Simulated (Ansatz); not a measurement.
# Lattice dynamics of Ti3InC (Pm-3m), part 3 of 3

Aim: the vibrations of Ti3InC (Pm-3m), their spectra, and whether the structure is stable.

Ansatz 0.2.0; DFT PBEsol, scalar-relativistic, plane waves, PAW; PAW set soft_1.

So far. Step 3 (Relaxing to small forces for the phonons): The forces vanish by symmetry and the pressure is 0.009 GPa, within the tolerances set. The cell now holds 14.80 Å³/atom. Step 4 (Linear response at the zone centre): Before it was imposed, the acoustic sum rule was missed by 3.5e-5 eV/Å². Small misses are needed for a sound result but don't prove that mesh and cutoff are converged. The lowest optical mode is real, 169 cm⁻¹. The relaxed cell has a = 4.198 Å (conventional setting).

## Step 5: Phonons on a q mesh (continued)

Harmonic mean-square displacement, third of the trace. Interpolated from a 4×4×4 q mesh. Mean square displacements, by row:

```
T (K)  Ti1 U_eq (Å²)  Ti2 U_eq (Å²)  Ti3 U_eq (Å²)  In4 U_eq (Å²)  C5 U_eq (Å²)
    0        0.00174        0.00174        0.00174        0.00122       0.00271
  100        0.00219        0.00219        0.00219        0.00191        0.0029
  300        0.00469        0.00469        0.00469        0.00484       0.00413
  600        0.00898        0.00898        0.00898         0.0095       0.00681
```

Symmetry leaves 10 wavevectors to solve. The lowest mode among them, the acoustic zeros apart, lies at q = (0, 0, 0.25) and is real, 73.7 cm⁻¹.

## Step 6: Another isotope, element C, natural mass 12.011 amu

An isotope changes the mass and not the force constants, so no new electronic calculation is needed; the shifts show which modes move this element.

The same force constants with the mass of C changed from 12.011 to 13.003 u (phonopy, no LO-TO term). Both lists are sorted by frequency; levels can cross, so a row need not hold one and the same mode. Modes under 3 cm⁻¹ are left out. Isotope shifts, by row, the first 40 of 57 rows:

```csv
q,rank,natural mass (cm⁻¹),changed mass (cm⁻¹)
0 0 0,4,168.6,168.2
0 0 0,5,168.6,168.2
0 0 0,6,168.6,168.2
0 0 0,7,241.5,240.4
0 0 0,8,241.5,240.4
0 0 0,9,241.5,240.4
0 0 0,10,269.3,269.3
0 0 0,11,269.3,269.3
0 0 0,12,269.3,269.3
0 0 0,13,661.7,641.5
0 0 0,14,661.7,641.5
0 0 0,15,661.7,641.5
0 0 0.25,1,73.67,73.57
0 0 0.25,2,73.67,73.57
0 0 0.25,3,107.4,107.3
0 0 0.25,4,167.7,167.2
0 0 0.25,5,167.7,167.2
0 0 0.25,6,189.3,189.3
0 0 0.25,7,237.8,236.9
0 0 0.25,8,237.8,236.9
0 0 0.25,9,247.3,247.3
0 0 0.25,10,254.8,254.8
0 0 0.25,11,254.8,254.8
0 0 0.25,12,281.6,280.3
0 0 0.25,13,646.7,624.8
0 0 0.25,14,657.8,637.6
0 0 0.25,15,657.8,637.6
0 0 -0.5,1,121,121
0 0 -0.5,2,121,121
0 0 -0.5,3,143.1,143.1
0 0 -0.5,4,162.2,161.4
0 0 -0.5,5,162.2,161.4
0 0 -0.5,6,181.1,181.1
0 0 -0.5,7,227.5,227.5
0 0 -0.5,8,228.7,228.7
0 0 -0.5,9,228.7,228.7
0 0 -0.5,10,239.6,238.7
0 0 -0.5,11,239.6,238.7
0 0 -0.5,12,331.6,331.6
0 0 -0.5,13,626.7,602.3
```

A mode of this element alone would shift by -3.89 %. The highest zone-centre frequency without the field goes from 661.7 to 641.5 cm⁻¹ (-3.1 %). The product of the frequency ratios over all optical modes at Γ is 0.893; the product rule, (m/m′)^(3k/2) (M′/M)^(3/2) with k = 1 such atoms and M the mass of the cell, gives 0.893.

## Step 7: Another isotope, element In, natural mass 114.818 amu

The same for In, from 114.82 to 112.90 u.

The same force constants with the mass of In changed from 114.818 to 112.904 u (phonopy, no LO-TO term). Both lists are sorted by frequency; levels can cross, so a row need not hold one and the same mode. Modes under 3 cm⁻¹ are left out. Isotope shifts, by row, the first 40 of 57 rows:

| q | rank | natural mass (cm⁻¹) | changed mass (cm⁻¹) |
| --- | --- | --- | --- |
| 0 0 0 | 4 | 168.6 | 169.4 |
| 0 0 0 | 5 | 168.6 | 169.4 |
| 0 0 0 | 6 | 168.6 | 169.4 |
| 0 0 0 | 7 | 241.5 | 241.6 |
| 0 0 0 | 8 | 241.5 | 241.6 |
| 0 0 0 | 9 | 241.5 | 241.6 |
| 0 0 0 | 10 | 269.3 | 269.3 |
| 0 0 0 | 11 | 269.3 | 269.3 |
| 0 0 0 | 12 | 269.3 | 269.3 |
| 0 0 0 | 13 | 661.7 | 661.7 |
| 0 0 0 | 14 | 661.7 | 661.7 |
| 0 0 0 | 15 | 661.7 | 661.7 |
| 0 0 0.25 | 1 | 73.67 | 73.98 |
| 0 0 0.25 | 2 | 73.67 | 73.98 |
| 0 0 0.25 | 3 | 107.4 | 108 |
| 0 0 0.25 | 4 | 167.7 | 168.3 |
| 0 0 0.25 | 5 | 167.7 | 168.3 |
| 0 0 0.25 | 6 | 189.3 | 189.8 |
| 0 0 0.25 | 7 | 237.8 | 237.9 |
| 0 0 0.25 | 8 | 237.8 | 237.9 |
| 0 0 0.25 | 9 | 247.3 | 247.3 |
| 0 0 0.25 | 10 | 254.8 | 254.8 |
| 0 0 0.25 | 11 | 254.8 | 254.8 |
| 0 0 0.25 | 12 | 281.6 | 281.6 |
| 0 0 0.25 | 13 | 646.7 | 646.7 |
| 0 0 0.25 | 14 | 657.8 | 657.8 |
| 0 0 0.25 | 15 | 657.8 | 657.8 |
| 0 0 -0.5 | 1 | 121 | 122 |
| 0 0 -0.5 | 2 | 121 | 122 |
| 0 0 -0.5 | 3 | 143.1 | 144.3 |
| 0 0 -0.5 | 4 | 162.2 | 162.2 |
| 0 0 -0.5 | 5 | 162.2 | 162.2 |
| 0 0 -0.5 | 6 | 181.1 | 181.1 |
| 0 0 -0.5 | 7 | 227.5 | 227.5 |
| 0 0 -0.5 | 8 | 228.7 | 228.9 |
| 0 0 -0.5 | 9 | 228.7 | 228.9 |
| 0 0 -0.5 | 10 | 239.6 | 239.6 |
| 0 0 -0.5 | 11 | 239.6 | 239.6 |
| 0 0 -0.5 | 12 | 331.6 | 331.6 |
| 0 0 -0.5 | 13 | 626.7 | 626.7 |

A mode of this element alone would shift by +0.84 %. The highest zone-centre frequency without the field goes from 661.7 to 661.7 cm⁻¹ (+0.0 %). The product of the frequency ratios over all optical modes at Γ is 1.015; the product rule, (m/m′)^(3k/2) (M′/M)^(3/2) with k = 1 such atoms and M the mass of the cell, gives 1.015.

## Step 8: Isotope substitution, element Ti, natural mass 47.867 amu

The same for Ti, from 47.87 to 49.94 u.

A mode of this element alone would shift by -2.10 %. The highest zone-centre frequency without the field goes from 661.7 to 658.9 cm⁻¹ (-0.4 %). The product of the frequency ratios over all optical modes at Γ is 0.855; the product rule, (m/m′)^(3k/2) (M′/M)^(3/2) with k = 3 such atoms and M the mass of the cell, gives 0.855.

## Step 9: What came out

```
space group after relaxation (within 0.01 Å)            : Pm-3m
volume per atom                                         : 14.8 Å³
electronic character                                    : no gap on this mesh
highest optical mode at the zone centre (no LO-TO term) : 662 cm⁻¹
lowest optical zone-centre mode                         : 169 cm⁻¹
lowest mode on the q mesh (acoustic modes at Γ apart)   : 73.7 cm⁻¹
highest frequency on the path or at a solved wavevector : 662 cm⁻¹
zero-point energy per atom                              : 53.3 meV
heat capacity at 300 K                                  : 20.8 J/(mol atoms K)
vibrational entropy at 300 K                            : 24.1 J/(mol atoms K)
Debye temperature (second moment)                       : 634 K
imaginary modes on the 4×4×4 q mesh                     : none
```

The structure is a minimum as far as tested: no mode is imaginary at the 10 irreducible wavevectors of the 4×4×4 mesh, and the softest away from the acoustic zeros lies at 74 cm⁻¹. The optical modes at Γ span 169 to 662 cm⁻¹. The highest mode in this list at Γ, 661.7 cm⁻¹, is mostly motion of C (79 % of the kinetic energy). On the path and the mesh, the widest gap between branches runs from 387 to 611 cm⁻¹. With no gap, or one that is small against the smearing, the frequencies hang on the k mesh and the smearing, most of all near Kohn anomalies. The phonon runs are without spin polarisation, although the cell has an odd electron count. The PAW files were made for PBE and serve the other functionals too. These are harmonic frequencies at zero temperature: anharmonic shifts, linewidths and thermal expansion are left out.

[Logs are printed without paths, hosts, clocks, repeated set-up lines and the standing remarks that a program may print on its own settings, such as how far it seeks lower states.]

[Hosts, paths, dates, database ids (printed as entryN), source tags and the programs' standing remarks are cut or masked in the printed files.]
